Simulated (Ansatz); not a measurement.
# Work function of Rh(110): what the settings cost and change

How far do functional and pseudopotentials move the work function of Rh(110), and at what cost?

Calculated with Ansatz 0.2.0; plane-wave DFT, PBE, Ansatz PAW, in the first sound run; inputs show where later runs differ.

The experiments to compare with:

For Rh (clean (110) face, a compiled value), “Anisotropic work function of elemental crystals” (2019, arxiv:1902.07811) quotes earlier work: work function (clean (110) face, a compiled value) 4.86 eV.

## Step 1: The structure

The cell holds 7 atoms: 7 Rh. Its edges and angles: a = 3.800 Å, b = 2.687 Å, c = 26.061 Å, α = 90.0°, β = 90.0°, γ = 90.0°. Vacuum lies along c.

Structure file:

```cif
data_structure
_symmetry_space_group_name_H-M 'P 1'
_symmetry_Int_Tables_number 1
_cell_length_a 3.8000
_cell_length_b 2.6870
_cell_length_c 26.0610
_cell_angle_alpha 90.000
_cell_angle_beta 90.000
_cell_angle_gamma 90.000
_cell_volume 266.10
loop_
_atom_site_label
_atom_site_type_symbol
_atom_site_fract_x
_atom_site_fract_y
_atom_site_fract_z
_atom_site_occupancy
Rh1 Rh 0.00000 0.00000 0.34534 1
Rh2 Rh 0.50000 0.50000 0.39690 1
Rh3 Rh 0.00000 0.00000 0.44845 1
Rh4 Rh 0.50000 0.50000 0.50000 1
Rh5 Rh 0.00000 0.00000 0.55155 1
Rh6 Rh 0.50000 0.50000 0.60310 1
Rh7 Rh 0.00000 0.00000 0.65466 1
```

## Step 2: Run, setting PBE, Ansatz PAW (420 eV)

A work function rests on the faint tail of the density, so the SCF threshold is tight. PBE on the default files comes first; the next runs keep the geometry and change functional or files, each at the cutoff that its files recommend; a relaxation and, for heavy metals, spin-orbit coupling close the ladder.

Contents of input.yaml:

```yaml
crystal:
  lattice:
    - [3.8, 0.0, 0.0]
    - [0.0, 2.6870057685, 0.0]
    - [0.0, 0.0, 26.0610173055]
  atoms:
    - { symbol: Rh, position: [0.0, 0.0, 0.3453433876] }
    - { symbol: Rh, position: [0.5, 0.5, 0.3968955917] }
    - { symbol: Rh, position: [0.0, 0.0, 0.4484477959] }
    - { symbol: Rh, position: [0.5, 0.5, 0.5] }
    - { symbol: Rh, position: [0.0, 0.0, 0.5515522041] }
    - { symbol: Rh, position: [0.5, 0.5, 0.6031044083] }
    - { symbol: Rh, position: [0.0, 0.0, 0.6546566124] }
kpoints:
  mp_grid: { grid: [11, 15, 1] }
hamiltonian:
  xc: pbe
scf:
  occupations: { method: fermi_dirac, width: 0.1 }
  convergence: { dr2_threshold: 1.0e-09 }
efield:
  axis: 3
  dipole_correction: true
  ramp_position: 0.97
  ramp_width: 0.06
output:
  write_potential: true
  write_density: true
  volumetric_format: npy
  elf: true
```

Started as:

```sh
$ ansatz run input.yaml --threads 4 --pin off --max-ram 6144MiB --backend cpu --events-out ev --progress --plain --runs-dir out
```

The program printed:

```text
Engine: ansatz 0.2.0, aarch64-unknown-linux-gnu
Pseudopotentials: kind: paw
Pseudopotential: Rh, paw, valence charge 17, recommended cutoff 420 eV (normal), Rh.paw.azcp
Functional definition: PBE
  parameter kappa = 0.804
  parameter beta = 0.066725
  exchange = pbe_x(kappa = kappa, mu = beta*pi^2/3)
  correlation = pbe_c(beta = beta)
Crystal: 7 atoms, lattice volume = 266.099 Å³
Basis set: ecut = 420 eV, 5247 PW (Γ)
Bands: 72, of which v1, the nominal top of the filled ones, is band 60 counted from 1 (59 counted from 0)
Symmetry: 4 space group operations
k-points: 48 of 165
Non-local potential: Rh, projectors of the file, l = 0: 3, l = 1: 2, l = 2: 2, l = 3: 1
PAW form: soft (Blöchl's): semilocal exchange-correlation on the pseudo side does not see the compensation charge
PAW one-centre angular grid: Rh, 590 points (default); XC on 64 Gauss nodes
Initial density: superposition of atomic densities (neutral atoms: chi_scale 0, normalization atom), corrected by the library's trained network
Initial wavefunctions: pseudopotential atomic-orbital guess
Functional: x = pbe(κ = 0.804, μ = 0.219515), c = pbe(β = 0.066725)
SCF iter   1: F=—  HF=-44817.215921 eV  |F-HF|=—  |Δ(HF+E_count)|=         —  Δρ=6.24e-3  dr2=2.75e-1  ethr=1.77e-3  p=0.000 e·Å  D=1.08e-13 V/Å  ΔV_dip=-0.00 eV  dr2_dipole=5.53e-10  V_vac-E_F(+/−)=4.39/4.39 eV  ⟨swp⟩=7.9  Hψ=15669  notcnv=0  defer=34
efield: sawtooth ramp at fractional position 0.9700 (set: `efield.ramp_position`, or a place that a band, a saddle search or an elastic batch's reference lends), width 0.0600; the density the first Hamiltonian is built on has a dipole p = 0.000 e·Å; the dipole correction subtracts the counter field D = 1.08e-13 V/Å, which shifts the + side's vacuum level by -0.00 eV against the − side's; the planar-averaged density in the ramp window peaks in size at 1.4e-5 e/Å³
preconditioner: auto → LDOS  [metal: Δε(μ)=0.002 eV  Ē_g=5.405 eV  σ=0.100 eV  W_gap=0.01  n_scr=54 (ndim 8)  ℏωp=18.1 eV  f_vac=0.578  D(μ)=11.92/eV (n_scr^D=86)  β→1.0]
SCF iter   2: F=—  HF=-44817.211932 eV  |F-HF|=—  |Δ(HF+E_count)|=   3.99e-3  Δρ=2.71e-3  dr2=1.78e-2  ethr=2.31e-4  p=-0.000 e·Å  D=-1.17e-6 V/Å  ΔV_dip=0.00 eV  dr2_dipole=1.82e-9  V_vac-E_F(+/−)=4.68/4.68 eV  ⟨swp⟩=2.4  Hψ=4502  notcnv=0  defer=52
SCF iter   3: F=—  HF=-44817.209435 eV  |F-HF|=—  |Δ(HF+E_count)|=   2.50e-3  Δρ=1.31e-3  dr2=6.43e-3  ethr=1.50e-5  p=-0.000 e·Å  D=-3.71e-7 V/Å  ΔV_dip=0.00 eV  dr2_dipole=6.76e-9  V_vac-E_F(+/−)=4.64/4.64 eV  ⟨swp⟩=3.6  Hψ=8090  notcnv=0  defer=52
SCF iter   4: F=—  HF=-44817.208327 eV  |F-HF|=—  |Δ(HF+E_count)|=   1.11e-3  Δρ=3.23e-4  dr2=3.44e-4  ethr=5.41e-6  p=-0.000 e·Å  D=-4.28e-7 V/Å  ΔV_dip=0.00 eV  dr2_dipole=1.85e-9  V_vac-E_F(+/−)=4.67/4.67 eV  ⟨swp⟩=2.0  Hψ=4898  notcnv=0  defer=52
SCF iter   5: F=—  HF=-44817.208349 eV  |F-HF|=—  |Δ(HF+E_count)|=   2.23e-5  Δρ=9.65e-5  dr2=7.05e-5  ethr=2.89e-7  p=-0.000 e·Å  D=-6.27e-8 V/Å  ΔV_dip=0.00 eV  dr2_dipole=3.20e-10  V_vac-E_F(+/−)=4.67/4.67 eV  ⟨swp⟩=2.1  Hψ=5042  notcnv=0  defer=52
SCF iter   6: F=—  HF=-44817.208366 eV  |F-HF|=—  |Δ(HF+E_count)|=   1.69e-5  Δρ=2.61e-5  dr2=3.03e-6  ethr=5.93e-8  p=0.000 e·Å  D=1.75e-8 V/Å  ΔV_dip=-0.00 eV  dr2_dipole=5.08e-11  V_vac-E_F(+/−)=4.68/4.68 eV  ⟨swp⟩=2.1  Hψ=4751  notcnv=0  defer=52
SCF iter   7: F=—  HF=-44817.208146 eV  |F-HF|=—  |Δ(HF+E_count)|=   2.20e-4  Δρ=8.63e-6  dr2=2.62e-7  ethr=2.54e-9  p=0.000 e·Å  D=2.43e-8 V/Å  ΔV_dip=-0.00 eV  dr2_dipole=9.28e-13  V_vac-E_F(+/−)=4.68/4.68 eV  ⟨swp⟩=2.4  Hψ=6026  notcnv=0  defer=52
SCF iter   8: F=—  HF=-44817.208147 eV  |F-HF|=—  |Δ(HF+E_count)|=   1.02e-6  Δρ=2.53e-6  dr2=1.07e-8  ethr=2.20e-10  p=0.000 e·Å  D=1.64e-8 V/Å  ΔV_dip=-0.00 eV  dr2_dipole=1.71e-13  V_vac-E_F(+/−)=4.68/4.68 eV  ⟨swp⟩=2.4  Hψ=5401  notcnv=0  defer=52
SCF iter   9: F=-44817.208147 eV  HF=-44817.208147 eV  |F-HF|=8.05e-9  |Δ(HF+E_count)|=   1.11e-7  Δρ=5.20e-7  dr2=6.76e-10  ethr=1.00e-12  p=0.000 e·Å  D=9.24e-9 V/Å  ΔV_dip=-0.00 eV  dr2_dipole=8.02e-16  V_vac-E_F(+/−)=4.68/4.68 eV  ⟨swp⟩=11.6  Hψ=12352  notcnv=0
SCF 1 converged in 9 iterations: F = -44817.208147 eV  dr2 = 6.76e-10
  greatest PAW one-centre occupation: 1.000 electrons in one spin orbital (limit 2), on the Rh atom at site 4 (counted from 0), in its partial waves of l = 0
WARN: The output density's exchange-correlation potential varies sharply where the density is thin. Do not read a vacuum level from v_tot or v_xc, or from such a field of the output density. On a cell that repeats whose density bears no net charge and no dipole along the vacuum's axis use v_es (v_loc + v_h of the components); under efield.dipole_correction with no amplitude use v_es + v_field, which holds any externa [...]
SCF converged after 9 iterations
Free energy (F): -44817.208147 eV
Harris-Foulkes:  -44817.208147 eV  (|F-HF|=8.05e-9)
Internal energy: -44816.805367 eV  (E = F + TS)
E sigma→0 (E₀):  -44817.006757 eV
Entropy (-TS):   -0.402780 eV (-57.540 meV/atom)
Fermi energy:    5.108967 eV
Dipole field:    D = -0.000000 V/Å  (p = -0.000000 e·Å, saw-weighted, corrected)
Work function:   Φ+ = 4.6784 eV   Φ− = 4.6784 eV
Levels:          The Fermi level and band energies are counted from a zero that moves with the ramp; work functions are not
--- Per-component energies (eV) ---
  E_band       = -2619.459693
  E_kinetic    = 4007.639225
  E_local      = -234638.709419  (includes V_loc(G=0)·N_el)
  E_nonlocal   = 2488.757777
  E_hartree    = 114683.310759
  E_xc         = -1547.847164
  E_vxc        = -1942.357789  (∫ρ·V_xc dr)
  E_paw        = -25110.761904  (= ΣΔE_a)
  E_vpaw       = -1901.422738  (= ΣTr[D̂ρ^β])
  E_aug_tail   = 0.005984  (compensation charges beyond the density's cutoff)
  E_efield     = 0.000000  (sawtooth field / dipole correction)
  E_vefield    = 0.000000  (∫n·V_field dr)
  E_ewald      = 95300.799374
  E_smearing   = -0.402780  (= −TS)
  E_closure    = -0.000000  (closes the sum)
  Σ components = -44817.208147   (vs F -44817.208147, Δ=0.00e0)
--- Band table (eV; the first three rows and the last of 48) ---
  k-point 0: bands = [... 56 lower, 4.3476, 4.3782, 4.4835, 4.8396, 5.0759, 5.1830, 5.4849, 5.5316, ... 8 higher]
  k-point 1: bands = [... 56 lower, 4.2384, 4.4699, 4.5754, 4.7792, 5.1143, 5.2755, 5.2933, 5.4185, ... 8 higher]
  k-point 2: bands = [... 56 lower, 4.3325, 4.5196, 4.6170, 4.6624, 5.1533, 5.1642, 5.2037, 5.2289, ... 8 higher]
  k-point 47: bands = [... 56 lower, 5.4598, 5.5394, 5.6004, 5.6632, 5.6748, 5.8242, 5.8685, 6.8377, ... 8 higher]
```

Elapsed: 67 s, on 4 threads of Arm Neoverse N1, shared host; peak memory 1.2 GiB; 4 min of CPU time.

Numbers from this step:

```
energy at zero smearing   : -44817.0068 eV
work function, upper face : 4.678 eV
```

Running mean over 1.344 Å of the planar mean; the ramp of the sawtooth is left out. Electron's electrostatic potential energy less the Fermi level against z:

```
z (Å)  electron's electrostatic potential energy less the Fermi level (eV)
    4                                                                 4.68
    5                                                                 4.68
    6                                                                 4.65
    7                                                                 4.36
    8                                                               -0.188
    9                                                                -11.4
   10                                                                -13.0
   11                                                                -13.2
   12                                                                -13.2
   13                                                                -13.2
   14                                                                -13.2
   15                                                                -13.2
   16                                                                -13.0
   17                                                                -11.7
   18                                                               -0.905
   19                                                                 4.30
   20                                                                 4.65
   21                                                                 4.68
   22                                                                 4.68
   23                                                                 4.68
```

Valence density in the ca plane at fractional y = 0.000, with atoms of Rh within 0.2 Å of it. It is the smooth field of the valence electrons, not physical close to the nuclei.

Ten steps, logarithmic in the rise over the least value, from '0' (0 e/Å³) to '9' (14 e/Å³), each cell a mean:
```
00000258986324799742368986324799741000000000
00000136764223567532246764223577521000000000
00000012332222333322223332222333210000000000
00000001122222222222222222222211100000000000
00000000112222211222221112222211000000000000
00000001112222211222221112222211000000000000
00000011222222222222222222222222100000000000
00000124553222455422234543222455310000000000
00000247885323688642357875324788631000000000
00000268997324799853369996335899841000000000
```
Columns run along c (16.0 Å, from fractional 0.23 to 0.85 of the cell), rows up along a (3.8 Å). Atoms in or near the plane, at fractional coordinates: Rh at (0.35, 0.00), Rh at (0.45, 0.00), Rh at (0.55, 0.00), Rh at (0.65, 0.00).

Electrostatic potential energy in the ca plane at fractional y = 0.000, with atoms of Rh within 0.2 Å of it. With pseudopotentials it is smooth inside the atoms' cores, unlike the true potential.

Ten even steps from '0' (-79 eV) to '9' (10 eV), each cell a mean:
```
99999961004897300279851015897200379999999999
99999985457998644689985357998644699999999999
99999998889999988999998889999988999999999999
99999999999999999999999999999999999999999999
99999999999999999999999999999999999999999999
99999999999999999999999999999999999999999999
99999999999999999999999999999999999999999999
99999997678999866899987678999866899999999999
99999973126998511489962126998411489999999999
99999950003897200169840004897100279999999999
```
Columns run along c (16.0 Å, from fractional 0.23 to 0.85 of the cell; values clipped at the 3rd and 97th percentile), rows up along a (3.8 Å). Atoms in or near the plane, at fractional coordinates: Rh at (0.35, 0.00), Rh at (0.45, 0.00), Rh at (0.55, 0.00), Rh at (0.65, 0.00).

ELF in the ca plane at fractional y = 0.000, with atoms of Rh within 0.2 Å of it. It is the smooth field of the valence electrons, not physical close to the nuclei.

Values, 6 rows by 16 columns, each cell a mean:
```
0.02 0.09 0.48 0.60 0.24 0.60 0.45 0.30 0.68 0.32 0.42 0.66 0.17 0.04 0.01 0.00
0.01 0.06 0.19 0.28 0.26 0.27 0.25 0.26 0.28 0.25 0.26 0.26 0.10 0.03 0.00 0.00
0.01 0.05 0.13 0.23 0.26 0.21 0.23 0.25 0.19 0.25 0.25 0.18 0.08 0.02 0.00 0.00
0.01 0.05 0.13 0.23 0.26 0.21 0.23 0.26 0.20 0.25 0.25 0.18 0.08 0.02 0.00 0.00
0.01 0.07 0.27 0.37 0.25 0.36 0.29 0.26 0.40 0.26 0.29 0.38 0.12 0.03 0.00 0.00
0.02 0.09 0.53 0.67 0.25 0.66 0.51 0.33 0.74 0.36 0.47 0.71 0.19 0.04 0.01 0.00
```
Columns run along c (16.0 Å, from fractional 0.23 to 0.85 of the cell), rows up along a (3.8 Å). Atoms in or near the plane, at fractional coordinates: Rh at (0.35, 0.00), Rh at (0.45, 0.00), Rh at (0.55, 0.00), Rh at (0.65, 0.00).

The work function is 4.678 eV.

## Step 3: Slab

This step: plane-wave DFT, LDA, Ansatz PAW (Ansatz 0.2.0).

input.yaml, as its differences from that of step 2:

```diff
@@ -16,3 +16,3 @@
 hamiltonian:
-  xc: pbe
+  xc: lda
 scf:
@@ -29,2 +29 @@
   volumetric_format: npy
-  elf: true
```

The program printed:

```text
[...]
Crystal: 7 atoms, lattice volume = 266.099 Å³
Basis set: ecut = 420 eV, 5247 PW (Γ)
Bands: 72, of which v1, the nominal top of the filled ones, is band 60 counted from 1 (59 counted from 0)
Symmetry: 4 space group operations
k-points: 48 of 165
[...]
k-point 0: bands = [... 56 lower, 3.9889, 4.0070, 4.1322, 4.4687, 4.7298, 4.8187, 5.1214, 5.1913, ... 8 higher]
  k-point 1: bands = [... 56 lower, 3.8824, 4.0993, 4.2232, 4.4161, 4.7608, 4.9109, 4.9289, 5.0760, ... 8 higher]
  k-point 2: bands = [... 56 lower, 3.9759, 4.1505, 4.2597, 4.3113, 4.7971, 4.8069, 4.8389, 4.8708, ... 8 higher]
  k-point 47: bands = [... 56 lower, 5.1007, 5.1743, 5.2468, 5.3029, 5.3163, 5.4681, 5.5032, 6.4346, ... 8 higher]
[key lines of the parts left out:]
SCF converged after 10 iterations
Free energy (F): -43946.406754 eV
Fermi energy:    4.748415 eV
Dipole field:    D = -0.000000 V/Å  (p = -0.000001 e·Å, saw-weighted, corrected)
Work function:   Φ+ = 5.0590 eV   Φ− = 5.0590 eV
```

Wall time 71 s (4 threads); peak memory 1.2 GiB; 4.2 min of CPU time.

The work function is 5.059 eV, +0.381 eV from the run “PBE, Ansatz PAW (420 eV)”, at 1.1 times its CPU time.

## Step 4: Run

This step: plane-wave DFT, PBEsol, Ansatz PAW (Ansatz 0.2.0).

input.yaml, as its differences from that of step 3:

```diff
@@ -16,3 +16,3 @@
 hamiltonian:
-  xc: lda
+  xc: pbesol
 scf:
```

The program printed:

```text
[...]
Crystal: 7 atoms, lattice volume = 266.099 Å³
Basis set: ecut = 420 eV, 5247 PW (Γ)
Bands: 72, of which v1, the nominal top of the filled ones, is band 60 counted from 1 (59 counted from 0)
Symmetry: 4 space group operations
k-points: 48 of 165
[...]
k-point 0: bands = [... 56 lower, 4.2272, 4.2477, 4.3631, 4.7170, 4.9588, 5.0572, 5.3587, 5.4206, ... 8 higher]
  k-point 1: bands = [... 56 lower, 4.1175, 4.3392, 4.4563, 4.6575, 4.9956, 5.1487, 5.1666, 5.3058, ... 8 higher]
  k-point 2: bands = [... 56 lower, 4.2113, 4.3888, 4.4949, 4.5449, 5.0343, 5.0372, 5.0774, 5.1091, ... 8 higher]
  k-point 47: bands = [... 56 lower, 5.3345, 5.4144, 5.4818, 5.5414, 5.5539, 5.7040, 5.7436, 6.6519, ... 8 higher]
[key lines of the parts left out:]
SCF converged after 11 iterations
Free energy (F): -44367.525987 eV
Fermi energy:    4.984128 eV
Dipole field:    D = 0.000000 V/Å  (p = 0.000000 e·Å, saw-weighted, corrected)
Work function:   Φ+ = 4.7867 eV   Φ− = 4.7867 eV
```

Wall time 72 s (4 threads); peak memory 1.2 GiB; 4.3 min of CPU time.

The work function is 4.787 eV, +0.108 eV from the run “PBE, Ansatz PAW (420 eV)”, at 1.1 times its CPU time.

## Step 5: Run

This step: plane-wave DFT, RPBE, Ansatz PAW (Ansatz 0.2.0).

input.yaml, as its differences from that of step 4:

```diff
@@ -16,3 +16,3 @@
 hamiltonian:
-  xc: pbesol
+  xc: rpbe
 scf:
```

The program printed:

```text
[...]
Crystal: 7 atoms, lattice volume = 266.099 Å³
Basis set: ecut = 420 eV, 5247 PW (Γ)
Bands: 72, of which v1, the nominal top of the filled ones, is band 60 counted from 1 (59 counted from 0)
Symmetry: 4 space group operations
k-points: 48 of 165
[...]
k-point 0: bands = [... 56 lower, 4.4952, 4.5255, 4.6257, 4.9962, 5.2159, 5.3280, 5.6307, 5.6709, ... 8 higher]
  k-point 1: bands = [... 56 lower, 4.3836, 4.6171, 4.7189, 4.9308, 5.2588, 5.4214, 5.4383, 5.5587, ... 8 higher]
  k-point 2: bands = [... 56 lower, 4.4780, 4.6664, 4.7647, 4.8060, 5.2946, 5.3106, 5.3495, 5.3761, ... 8 higher]
  k-point 47: bands = [... 56 lower, 5.6048, 5.6856, 5.7433, 5.8080, 5.8194, 5.9672, 6.0141, 7.0024, ... 8 higher]
[key lines of the parts left out:]
SCF converged after 11 iterations
Free energy (F): -44869.914337 eV
Fermi energy:    5.254749 eV
Dipole field:    D = 0.000000 V/Å  (p = 0.000000 e·Å, saw-weighted, corrected)
Work function:   Φ+ = 4.4992 eV   Φ− = 4.4992 eV
```

Wall time 70 s (4 threads); peak memory 1.2 GiB.

The work function is 4.499 eV, -0.179 eV from the run “PBE, Ansatz PAW (420 eV)”, at 1.1 times its CPU time.

## Step 6: Run

This step: plane-wave DFT, r2SCAN, Ansatz PAW (Ansatz 0.2.0).

input.yaml, as its differences from that of step 5:

```diff
@@ -16,3 +16,3 @@
 hamiltonian:
-  xc: rpbe
+  xc: r2scan
 scf:
```

The program printed:

```text
[...]
Crystal: 7 atoms, lattice volume = 266.099 Å³
Basis set: ecut = 500 eV, 6687 PW (Γ), exchange–correlation on 120×80×768 points (64 copies of the dense FFT grid, shifted against one another)
Bands: 72, of which v1, the nominal top of the filled ones, is band 60 counted from 1 (59 counted from 0)
Symmetry: 4 space group operations
k-points: 48 of 165
[...]
k-point 0: bands = [... 56 lower, 4.2450, 4.3070, 4.3600, 4.8046, 4.9754, 5.1420, 5.4427, 5.4598, ... 8 higher]
  k-point 1: bands = [... 56 lower, 4.1159, 4.4019, 4.4628, 4.7118, 5.0425, 5.2431, 5.2577, 5.3284, ... 8 higher]
  k-point 2: bands = [... 56 lower, 4.2149, 4.4533, 4.5242, 4.5506, 5.0582, 5.1301, 5.1678, 5.1744, ... 8 higher]
  k-point 47: bands = [... 56 lower, 5.4199, 5.5164, 5.5506, 5.6361, 5.6469, 5.8010, 5.8749, 6.9614, ... 8 higher]
[key lines of the parts left out:]
SCF converged after 16 iterations
Free energy (F): -44903.546976 eV
Fermi energy:    5.050660 eV
Dipole field:    D = 0.000001 V/Å  (p = 0.000002 e·Å, saw-weighted, corrected)
Work function:   Φ+ = 4.6572 eV   Φ− = 4.6573 eV
```

It took 3.5 min on 4 threads; peak memory 1.8 GiB.

The work function is 4.657 eV, -0.021 eV from the run “PBE, Ansatz PAW (420 eV)”, at 3.0 times its CPU time.

(Continued in part 2 of 2.)

[Long decimals in the printed logs are rounded to 6 places.]

[Logs are printed without paths, hosts, clocks, repeated set-up lines and the standing remarks that a program may print on its own settings, such as how far it seeks lower states.]

[Hosts, paths, dates, database ids (printed as entryN), source tags and the programs' standing remarks are cut or masked in the printed files.]

[Maps of the electrostatic potential energy from Ansatz leave out the sawtooth potential of an applied field or a dipole correction, so their vacuum need not be flat; planar profiles and work functions include it.]
